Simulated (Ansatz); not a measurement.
**Meshes and cutoff for the phonons of MgS (Niningerite, Fm-3m)**

Wanted: convergence of the phonons of MgS (Niningerite, Fm-3m) against cost.

Calculated with Ansatz 0.2.0; DFT PBE, scalar-relativistic, plane waves, PAW.

Most raw output is cut from this account.

## (1) Starting point

The structure is cubic, space group Fm-3m (No. 225). The conventional cell has a = 5.230 Å, b = 5.230 Å, c = 5.230 Å, α = 90.00°, β = 90.00°, γ = 90.00°. Nearest to Mg lie 6 S at 2.61 Å. Nearest to S lie 6 Mg at 2.61 Å. Farther neighbours and most contacts between anions are not listed.

Structure file:

```cif
data_structure
_symmetry_space_group_name_H-M 'P 1'
_symmetry_Int_Tables_number 1
_cell_length_a 3.6980
_cell_length_b 3.6980
_cell_length_c 3.6980
_cell_angle_alpha 60.000
_cell_angle_beta 60.000
_cell_angle_gamma 60.000
_cell_volume 35.76
loop_
_atom_site_label
_atom_site_type_symbol
_atom_site_fract_x
_atom_site_fract_y
_atom_site_fract_z
_atom_site_occupancy
Mg1 Mg 0.00000 0.00000 0.00000 1
S2 S 0.50000 0.50000 0.50000 1
```

## (2) Tight relaxation

Phonons need a cell at rest on their own settings, so the relaxation is repeated with tight tolerances on forces and stress, using the mesh and the filling of the phonon run that follows.

input.yaml reads:

```yaml
crystal:
  lattice:
    - [0.0, 2.6148576574, 2.6148576574]
    - [2.6148576574, 0.0, 2.6148576574]
    - [2.6148576574, 2.6148576574, 0.0]
  atoms:
    - { symbol: Mg, position: [0.0, 0.0, 0.0] }
    - { symbol: S, position: [0.5, 0.5, 0.5] }
kpoints:
  mp_grid: { grid: [8, 8, 8] }
hamiltonian:
  xc: pbe
scf:
  occupations: { method: fixed }
output:
  forces: true
  stress: true
  eigenvalues: true
relax:
  adjacent_minimum: "off"
  f_tol: 0.001
  max_steps: 60
  cell: { stress_tol: 0.01 }
```

Run with:

```sh
> ansatz run input.yaml --threads 4 --pin off --max-ram 7168MiB --backend cpu --events-out ev --progress --plain --runs-dir out
```

The job ended after 0.88 s (4 threads of Arm Neoverse V1, shared host; peak memory 0.28 GiB).

Little changed from the start: no atom moved by 0.005 Å and no cell edge by 0.1 %.

This step gave:

| Item | Value |
| --- | --- |
| pressure | 0.003936 GPa |
| gap on the k-mesh | 2.757 eV |
| volume per atom | 17.88 Å³ |
| direct gap on mesh | 3.604 eV |

The forces vanish by symmetry and the pressure is 0.004 GPa, within the tolerances set. The cell now holds 17.88 Å³/atom.

## (3) Phonons on a q mesh

Stability and thermal properties need the whole zone. Linear response on a 4×4×4 q mesh gives force constants as far as a supercell of that size would, and the tensors from the zone-centre run are typed in so that the long-range dipole term is interpolated apart.

input.yaml, the sections that differ from step 2:

```yaml
output:
  eigenvalues: true
phonons:
  method: dfpt
  qmesh: [4, 4, 4]
  temperatures: { t_max: 1000, t_step: 50 }
  qpath:
    path:
      - [[0.0, 0.0, 0.0], [0.5, 0.0, 0.5], [0.625, 0.25, 0.625]]
      - [[0.375, 0.375, 0.75], [0.0, 0.0, 0.0], [0.5, 0.5, 0.5], [0.5, 0.25, 0.75], [0.5, 0.0, 0.5]]
    npoints: 10
  non_analytic_term:
    high_frequency_dielectric_tensor: [[5.4143, 0.0, 0.0], [0.0, 5.4143, 0.0], [0.0, 0.0, 5.4143]]
    born_effective_charges:
      - { species: Mg, tensor: [[2.3454, 0.0, 0.0], [0.0, 2.3454, 0.0], [0.0, 0.0, 2.3454]] }
      - { species: S, tensor: [[-2.3454, 0.0, 0.0], [0.0, -2.3454, 0.0], [0.0, 0.0, -2.3454]] }
    source: "zone-centre run at this cell"
# crystal, kpoints, hamiltonian, scf: as in step 2
# relax: removed
```

The job ended after 50 s (4 threads; peak memory 0.74 GiB; 3.2 min of CPU time).

Numbers from this step:

```
sum-rule residual before enforcement                    : 4.48e-6 eV/Å²
lowest frequency on the path                            : 0 cm⁻¹
point group                                             : m-3m
highest frequency on the path or at a solved wavevector : 388.8 cm⁻¹
mean frequency                                          : 216.5 cm⁻¹
Debye temperature (second moment)                       : 419 K
logarithmic mean frequency                              : 206.5 cm⁻¹
highest optical mode at the zone centre (no LO-TO term) : 223.7 cm⁻¹
lowest optical zone-centre mode                         : 223.7 cm⁻¹
lowest mode on the q mesh (acoustic modes at Γ apart)   : 107.8 cm⁻¹
zero-point energy per atom                              : 40.25 meV
heat capacity at 300 K                                  : 22.68 J/(mol atoms K)
vibrational entropy at 300 K                            : 26.36 J/(mol atoms K)
```

Frequencies (cm⁻¹) solved at each irreducible wavevector; negative means imaginary. Frequencies by wavevector, by row:

| q in reciprocal lattice units | star | mode 1 | mode 2 | mode 3 | mode 4 | mode 5 | mode 6 |
| --- | --- | --- | --- | --- | --- | --- | --- |
| 0 0 0 | 1 | 0 | 0 | 0 | 223.7 | 223.7 | 223.7 |
| 0 0 0.25 | 8 | 109.8 | 109.8 | 190.9 | 215.6 | 215.6 | 380.6 |
| 0 0 -0.5 | 4 | 168.9 | 168.9 | 192.5 | 192.5 | 290.5 | 355.2 |
| 0 0.25 0.25 | 6 | 107.8 | 107.8 | 205.1 | 238.2 | 238.2 | 307.5 |
| 0 0.25 -0.5 | 24 | 148 | 178.7 | 220.3 | 226.9 | 261.3 | 293.7 |
| 0 0.25 -0.25 | 12 | 155.1 | 170.6 | 190.1 | 249.2 | 256.6 | 314 |
| 0 -0.5 -0.5 | 3 | 125.7 | 125.7 | 181.9 | 252.4 | 252.4 | 292.1 |
| 0.25 -0.5 -0.25 | 6 | 168.8 | 168.8 | 224.8 | 228.8 | 273.7 | 273.7 |

Interpolated from a 4×4×4 q mesh, with the LO-TO term (at Γ the limit along the path; where Γ stands inside the path, tables give the limit on arrival). Phonon branches along the path, in cm⁻¹:

| point | branch 1 | branch 2 | branch 3 | branch 4 | branch 5 | branch 6 |
| --- | --- | --- | --- | --- | --- | --- |
| Γ | 0 | 0 | 0 | 224 | 224 | 389 |
| halfway | 108 | 108 | 205 | 238 | 238 | 308 |
| X | 126 | 126 | 182 | 252 | 252 | 292 |
| halfway | 134 | 153 | 182 | 247 | 260 | 290 |
| U | 154 | 179 | 210 | 231 | 272 | 282 |
| jump to K | 154 | 179 | 210 | 231 | 272 | 282 |
| halfway | 132 | 136 | 198 | 210 | 246 | 350 |
| Γ | 0 | 0 | 0 | 224 | 224 | 389 |
| halfway | 110 | 110 | 191 | 216 | 216 | 381 |
| L | 169 | 169 | 192 | 192 | 290 | 355 |
| halfway | 170 | 181 | 204 | 232 | 287 | 288 |
| W | 169 | 169 | 225 | 229 | 274 | 274 |
| halfway | 143 | 170 | 181 | 250 | 259 | 287 |
| X | 126 | 126 | 182 | 252 | 252 | 292 |

Symmetry leaves 8 wavevectors to solve. The lowest mode among them, the acoustic zeros apart, lies at q = (0, 0.25, 0.25) and is real, 108 cm⁻¹.

## (4) Another q mesh, q mesh 2×2×2

The q mesh is changed to 2×2×2, to see how far the force constants must reach.

Changes to input.yaml since step 3:

```diff
@@ -18,3 +18,3 @@
   method: dfpt
-  qmesh: [4, 4, 4]
+  qmesh: [2, 2, 2]
   temperatures: { t_max: 1000, t_step: 50 }
```

It took 9.1 s on 4 threads; peak memory 0.46 GiB; 34 s of CPU time.

Numbers from this step:

```yaml
mean_frequency: 215.9 cm⁻¹
debye_temperature_second_moment: 420 K
logarithmic_mean_frequency: 204.8 cm⁻¹
lowest_mode_on_the_q_mesh_acoustic_modes_at_gamma_apart: 125.7 cm⁻¹
zero_point_energy_per_atom: 40.15 meV
vibrational_entropy_at_300_k: 26.56 J/(mol atoms K)
```

Frequencies (cm⁻¹) solved at each irreducible wavevector; negative means imaginary. Frequencies by wavevector, by row:

| q in reciprocal lattice units | star | mode 1 | mode 2 | mode 3 | mode 4 | mode 5 | mode 6 |
| --- | --- | --- | --- | --- | --- | --- | --- |
| 0 0 0 | 1 | 0 | 0 | 0 | 223.7 | 223.7 | 223.7 |
| 0 0 -0.5 | 4 | 168.9 | 168.9 | 192.5 | 192.5 | 290.5 | 355.2 |
| 0 -0.5 -0.5 | 3 | 125.7 | 125.7 | 181.9 | 252.4 | 252.4 | 292.1 |

Interpolated from a 2×2×2 q mesh, rough between the solved points, with the LO-TO term (at Γ the limit along the path; where Γ stands inside the path, tables give the limit on arrival). The phonon branches at the labelled points (cm⁻¹):

| point | branch 1 | branch 2 | branch 3 | branch 4 | branch 5 | branch 6 |
| --- | --- | --- | --- | --- | --- | --- |
| Γ | 0 | 0 | 0 | 224 | 224 | 389 |
| halfway | 108 | 108 | 212 | 246 | 246 | 314 |
| X | 126 | 126 | 182 | 252 | 252 | 292 |
| halfway | 126 | 154 | 182 | 248 | 257 | 290 |
| U | 129 | 180 | 210 | 234 | 268 | 284 |
| jump to K | 129 | 180 | 210 | 234 | 268 | 284 |
| halfway | 124 | 144 | 181 | 214 | 257 | 354 |
| Γ | 0 | 0 | 0 | 224 | 224 | 389 |
| halfway | 112 | 112 | 190 | 213 | 213 | 380 |
| L | 169 | 169 | 192 | 192 | 290 | 355 |
| halfway | 157 | 158 | 220 | 226 | 277 | 309 |
| W | 168 | 168 | 214 | 216 | 276 | 276 |
| halfway | 142 | 162 | 181 | 244 | 261 | 288 |
| X | 126 | 126 | 182 | 252 | 252 | 292 |

The mean frequency is 215.9 cm⁻¹, -0.6 cm⁻¹ against the base run.

The highest branch reaches 389 cm⁻¹ on this path, at Γ. No branch goes imaginary on this path.

## (5) Another q mesh, k-mesh 9×9×9, q mesh 3×3×3

The q mesh is changed to 3×3×3, to see how far the force constants must reach; the k mesh is 9×9×9, against 8×8×8 in the base run, so that the q mesh divides it.

Changes to input.yaml since step 4:

```diff
@@ -9,3 +9,3 @@
 kpoints:
-  mp_grid: { grid: [8, 8, 8] }
+  mp_grid: { grid: [9, 9, 9] }
 hamiltonian:
@@ -18,3 +18,3 @@
   method: dfpt
-  qmesh: [2, 2, 2]
+  qmesh: [3, 3, 3]
   temperatures: { t_max: 1000, t_step: 50 }
```

Wall time 30 s (4 threads); peak memory 0.66 GiB; 1.9 min of CPU time.

Frequencies (cm⁻¹) solved at each irreducible wavevector; negative means imaginary. Frequencies by wavevector, by row:

| q in reciprocal lattice units | star | mode 1 | mode 2 | mode 3 | mode 4 | mode 5 | mode 6 |
| --- | --- | --- | --- | --- | --- | --- | --- |
| 0 0 0 | 1 | 0 | 0 | 0 | 223.8 | 223.8 | 223.8 |
| 0 0 0.3333 | 8 | 137.2 | 137.2 | 208.2 | 208.2 | 239.6 | 372.3 |
| 0 0.3333 0.3333 | 6 | 120 | 120 | 234.9 | 245.4 | 245.4 | 270.1 |
| 0 0.3333 -0.3333 | 12 | 163.7 | 172.9 | 214.1 | 247.5 | 273.8 | 274.7 |

The mean frequency is 216.0 cm⁻¹, -0.5 cm⁻¹ against the base run, whose k mesh differs too.

## (6) Another q mesh, k-mesh 12×12×12, q mesh 6×6×6

The q mesh is changed to 6×6×6, to see how far the force constants must reach; the k mesh is 12×12×12, against 8×8×8 in the base run, so that the q mesh divides it.

Changes to input.yaml since step 5:

```diff
@@ -9,3 +9,3 @@
 kpoints:
-  mp_grid: { grid: [9, 9, 9] }
+  mp_grid: { grid: [12, 12, 12] }
 hamiltonian:
@@ -18,3 +18,3 @@
   method: dfpt
-  qmesh: [3, 3, 3]
+  qmesh: [6, 6, 6]
   temperatures: { t_max: 1000, t_step: 50 }
```

Wall time 7.9 min (4 threads); peak memory 1.7 GiB; 31 min of CPU time.

Frequencies (cm⁻¹) solved at each irreducible wavevector; negative means imaginary. Frequencies by wavevector, by row:

| q in reciprocal lattice units | star | mode 1 | mode 2 | mode 3 | mode 4 | mode 5 | mode 6 |
| --- | --- | --- | --- | --- | --- | --- | --- |
| 0 0 0 | 1 | 0 | 0 | 0 | 223.8 | 223.8 | 223.8 |
| 0 0 0.1667 | 8 | 77 | 77 | 132.8 | 220.5 | 220.5 | 385.7 |
| 0 0 0.3333 | 8 | 137.3 | 137.3 | 208.3 | 208.3 | 239.6 | 372.3 |
| 0 0 -0.5 | 4 | 169 | 169 | 192.6 | 192.6 | 290.5 | 355.2 |
| 0 0.1667 0.1667 | 6 | 83.7 | 83.7 | 146.8 | 230.9 | 230.9 | 350.4 |
| 0 0.1667 0.3333 | 24 | 121.7 | 140.1 | 210.1 | 228.5 | 229.9 | 331.9 |
| 0 0.1667 -0.5 | 24 | 158.7 | 186.5 | 206.8 | 211.2 | 278 | 314.2 |
| 0 0.1667 -0.3333 | 24 | 160.8 | 170.3 | 190.7 | 232.4 | 265.7 | 325.6 |
| 0 0.1667 -0.1667 | 12 | 120.2 | 121.7 | 192.9 | 206.9 | 239.2 | 358.7 |
| 0 0.3333 0.3333 | 6 | 120 | 120 | 234.9 | 245.4 | 245.4 | 270.1 |
| 0 0.3333 -0.5 | 24 | 137 | 162.6 | 201.6 | 240.6 | 262.5 | 285.2 |
| 0 0.3333 -0.3333 | 12 | 163.7 | 172.9 | 214.1 | 247.5 | 273.8 | 274.7 |
| 0 -0.5 -0.5 | 3 | 125.7 | 125.7 | 181.9 | 252.5 | 252.5 | 292.2 |
| 0.1667 0.3333 -0.5 | 24 | 148.7 | 169.4 | 202.4 | 252 | 255.6 | 291.3 |
| 0.1667 0.3333 -0.3333 | 24 | 170.5 | 174.2 | 214.5 | 246.2 | 263.4 | 281.6 |
| 0.1667 -0.5 -0.3333 | 12 | 153.6 | 177.3 | 188.8 | 248.8 | 263.4 | 283.4 |

The mean frequency is 216.5 cm⁻¹, +0.0 cm⁻¹ against the base run, whose k mesh differs too.

## (7) Comparing the runs

Times are for 4 threads of Arm Neoverse V1, shared host. The series side by side:

| no. | q mesh | k-mesh | mean frequency (cm⁻¹) | zero-point energy per atom (meV) | lowest frequency on the path (cm⁻¹) | time | memory (GiB) |
| --- | --- | --- | --- | --- | --- | --- | --- |
| 1 | 2×2×2 | 8×8×8 | 215.9 | 40.15 | 0 | 9.1 s | 0.46 |
| 2 | 3×3×3 | 9×9×9 | 216 | 40.16 | 0 | 30 s | 0.66 |
| 3 | 6×6×6 | 12×12×12 | 216.5 | 40.26 | 0 | 7.9 min | 1.7 |

The runs together. Table of phonon density of states by wavenumber; read off at these points; values in 1/cm⁻¹/cell:

| wavenumber (cm⁻¹) | 2×2×2, 8×8×8 | 3×3×3, 9×9×9 | 6×6×6, 12×12×12 |
| --- | --- | --- | --- |
| 2 | 0 | 0 | 0 |
| 18 | 6.0e-5 | 1.0e-4 | 6.0e-5 |
| 28 | 2.4e-4 | 3.6e-4 | 2.3e-4 |
| 42 | 5.8e-4 | 9.0e-4 | 5.9e-4 |
| 58 | 0.00118 | 0.00166 | 0.00115 |
| 68 | 0.00176 | 0.00228 | 0.00167 |
| 82 | 0.00293 | 0.00356 | 0.00279 |
| 98 | 0.00471 | 0.00528 | 0.00462 |
| 108 | 0.0066 | 0.00689 | 0.00645 |
| 122 | 0.0124 | 0.0113 | 0.0123 |
| 138 | 0.0307 | 0.0204 | 0.0219 |
| 148 | 0.0319 | 0.0241 | 0.0249 |
| 152 | 0.0373 | 0.0278 | 0.0269 |
| 162 | 0.0372 | 0.0417 | 0.0326 |
| 168 | 0.0418 | 0.0541 | 0.0420 |
| 178 | 0.0267 | 0.0342 | 0.0492 |
| 188 | 0.0281 | 0.0200 | 0.0115 |
| 192 | 0.0307 | 0.0326 | 0.029 |
| 202 | 0.0249 | 0.0334 | 0.0382 |
| 212 | 0.0263 | 0.0296 | 0.0360 |
| 228 | 0.0239 | 0.0282 | 0.0299 |
| 242 | 0.0336 | 0.0393 | 0.0371 |
| 248 | 0.0374 | 0.0373 | 0.0378 |
| 252 | 0.0357 | 0.0263 | 0.0319 |
| 268 | 0.0271 | 0.0250 | 0.0321 |
| 272 | 0.0461 | 0.0307 | 0.0198 |
| 282 | 0.0359 | 0.0431 | 0.0411 |
| 292 | 0.00921 | 0.0142 | 0.0114 |
| 308 | 0.00741 | 0.00678 | 0.00704 |
| 322 | 0.00753 | 0.00683 | 0.00656 |
| 332 | 0.0077 | 0.00698 | 0.00647 |
| 348 | 0.00818 | 0.00736 | 0.00645 |
| 362 | 0.00636 | 0.00595 | 0.00513 |
| 372 | 0.00502 | 0.00482 | 0.00421 |
| 388 | 9.7e-4 | 9.6e-4 | 0.001 |

The runs together, line C_V. The C_V by temperature; values in J/mol-atom/K:

| temperature (K) | 2×2×2, 8×8×8 | 3×3×3, 9×9×9 | 6×6×6, 12×12×12 |
| --- | --- | --- | --- |
| 0 | 0 | 0 | 0 |
| 50 | 3.4 | 3.34 | 3.22 |
| 100 | 12.2 | 12.2 | 12.2 |
| 150 | 17.5 | 17.5 | 17.5 |
| 200 | 20.3 | 20.3 | 20.3 |
| 250 | 21.8 | 21.8 | 21.8 |
| 300 | 22.7 | 22.7 | 22.7 |
| 350 | 23.2 | 23.3 | 23.3 |
| 400 | 23.6 | 23.6 | 23.6 |
| 450 | 23.9 | 23.9 | 23.9 |
| 500 | 24.1 | 24.1 | 24.1 |
| 550 | 24.2 | 24.2 | 24.2 |
| 600 | 24.3 | 24.3 | 24.3 |
| 650 | 24.4 | 24.4 | 24.4 |
| 700 | 24.5 | 24.5 | 24.5 |
| 750 | 24.6 | 24.6 | 24.6 |
| 800 | 24.6 | 24.6 | 24.6 |
| 850 | 24.6 | 24.6 | 24.6 |
| 900 | 24.7 | 24.7 | 24.7 |
| 950 | 24.7 | 24.7 | 24.7 |
| 1000 | 24.7 | 24.7 | 24.7 |

## (8) Another k mesh, k-mesh 2×2×2, q mesh 2×2×2

The k mesh is changed to 2×2×2 on a small fixed q mesh, to find the coarsest that serves.

input.yaml, the sections that differ from step 6:

```yaml
kpoints:
  mp_grid: { grid: [2, 2, 2] }
phonons:
  method: dfpt
  dielectric: true
  rigid_motions: translations
  qmesh: [2, 2, 2]
  temperatures: { t_max: 1000, t_step: 50 }
  qpath:
    path:
      - [[0.0, 0.0, 0.0], [0.5, 0.0, 0.5], [0.625, 0.25, 0.625]]
      - [[0.375, 0.375, 0.75], [0.0, 0.0, 0.0], [0.5, 0.5, 0.5], [0.5, 0.25, 0.75], [0.5, 0.0, 0.5]]
    npoints: 10
# crystal, hamiltonian, scf, output: as in step 6
```

Run time: 6.5 s. Hardware: 4 threads; peak memory 0.38 GiB; 21 s of CPU time.

The run finished; it serves as a test, and its numbers are not taken as the result.

## (9) Another k mesh, k-mesh 4×4×4, q mesh 2×2×2

The k mesh is changed to 4×4×4 on a small fixed q mesh, to find the coarsest that serves.

Changes to input.yaml since step 8:

```diff
@@ -9,3 +9,3 @@
 kpoints:
-  mp_grid: { grid: [2, 2, 2] }
+  mp_grid: { grid: [4, 4, 4] }
 hamiltonian:
```

Elapsed: 6.3 s, on 4 threads; peak memory 0.37 GiB.

The run finished; it serves as a test, and its numbers are not taken as the result.

## (10) Another k mesh, k-mesh 6×6×6, q mesh 2×2×2

The k mesh is changed to 6×6×6 on a small fixed q mesh, to find the coarsest that serves.

Changes to input.yaml since step 9:

```diff
@@ -9,3 +9,3 @@
 kpoints:
-  mp_grid: { grid: [4, 4, 4] }
+  mp_grid: { grid: [6, 6, 6] }
 hamiltonian:
```

Wall time 9.4 s (4 threads); peak memory 0.44 GiB; 33 s of CPU time.

Frequencies (cm⁻¹) solved at each irreducible wavevector; negative means imaginary. Frequencies by wavevector, by row:

| q in reciprocal lattice units | star | mode 1 | mode 2 | mode 3 | mode 4 | mode 5 | mode 6 |
| --- | --- | --- | --- | --- | --- | --- | --- |
| 0 0 0 | 1 | 0 | 0 | 0 | 223.6 | 223.6 | 223.6 |
| 0 0 -0.5 | 4 | 168.1 | 168.1 | 192.5 | 192.5 | 290.5 | 355.3 |
| 0 -0.5 -0.5 | 3 | 125.6 | 125.6 | 182 | 251.8 | 251.8 | 291.6 |

The highest optical mode at the zone centre (no LO-TO term) is 223.6 cm⁻¹, -0.2 cm⁻¹ against the base run.

The log warns of the k mesh: “the force constants stand on the 6×6×6 k-mesh, whose period is 12.67 times the interband length at k = (0.0000, -0.5000, -0.5000), direct gap 4.400 eV, under 14: take them and everything formed from them as unconverged”.

## (11) Another k mesh, q mesh 2×2×2

The k mesh is changed to 8×8×8 on a small fixed q mesh, to find the coarsest that serves.

Changes to input.yaml since step 10:

```diff
@@ -9,3 +9,3 @@
 kpoints:
-  mp_grid: { grid: [6, 6, 6] }
+  mp_grid: { grid: [8, 8, 8] }
 hamiltonian:
```

Elapsed: 16 s, on 4 threads; peak memory 0.48 GiB.

Frequencies (cm⁻¹) solved at each irreducible wavevector; negative means imaginary. Frequencies by wavevector, by row:

| q in reciprocal lattice units | star | mode 1 | mode 2 | mode 3 | mode 4 | mode 5 | mode 6 |
| --- | --- | --- | --- | --- | --- | --- | --- |
| 0 0 0 | 1 | 0 | 0 | 0 | 223.7 | 223.7 | 223.7 |
| 0 0 -0.5 | 4 | 168.9 | 168.9 | 192.5 | 192.5 | 290.5 | 355.2 |
| 0 -0.5 -0.5 | 3 | 125.7 | 125.7 | 181.9 | 252.4 | 252.4 | 292.1 |

The highest optical mode at the zone centre (no LO-TO term) is 223.7 cm⁻¹, +0.0 cm⁻¹ against the base run.

## (12) Another k mesh, k-mesh 12×12×12, q mesh 2×2×2

The k mesh is changed to 12×12×12 on a small fixed q mesh, to find the coarsest that serves.

Changes to input.yaml since step 11:

```diff
@@ -9,3 +9,3 @@
 kpoints:
-  mp_grid: { grid: [8, 8, 8] }
+  mp_grid: { grid: [12, 12, 12] }
 hamiltonian:
```

Run time: 29 s. Hardware: 4 threads; peak memory 0.77 GiB; 1.9 min of CPU time.

Frequencies (cm⁻¹) solved at each irreducible wavevector; negative means imaginary. Frequencies by wavevector, by row:

| q in reciprocal lattice units | star | mode 1 | mode 2 | mode 3 | mode 4 | mode 5 | mode 6 |
| --- | --- | --- | --- | --- | --- | --- | --- |
| 0 0 0 | 1 | 0 | 0 | 0 | 223.8 | 223.8 | 223.8 |
| 0 0 -0.5 | 4 | 169 | 169 | 192.6 | 192.6 | 290.5 | 355.2 |
| 0 -0.5 -0.5 | 3 | 125.7 | 125.7 | 181.9 | 252.5 | 252.5 | 292.2 |

The highest optical mode at the zone centre (no LO-TO term) is 223.8 cm⁻¹, +0.0 cm⁻¹ against the base run.

(Part 1 of 2 ends here.)

[Logs are printed without paths, hosts, clocks, repeated set-up lines and the standing remarks that a program may print on its own settings, such as how far it seeks lower states.]

[Hosts, paths, dates, database ids (printed as entryN), source tags and the programs' standing remarks are cut or masked in the printed files.]
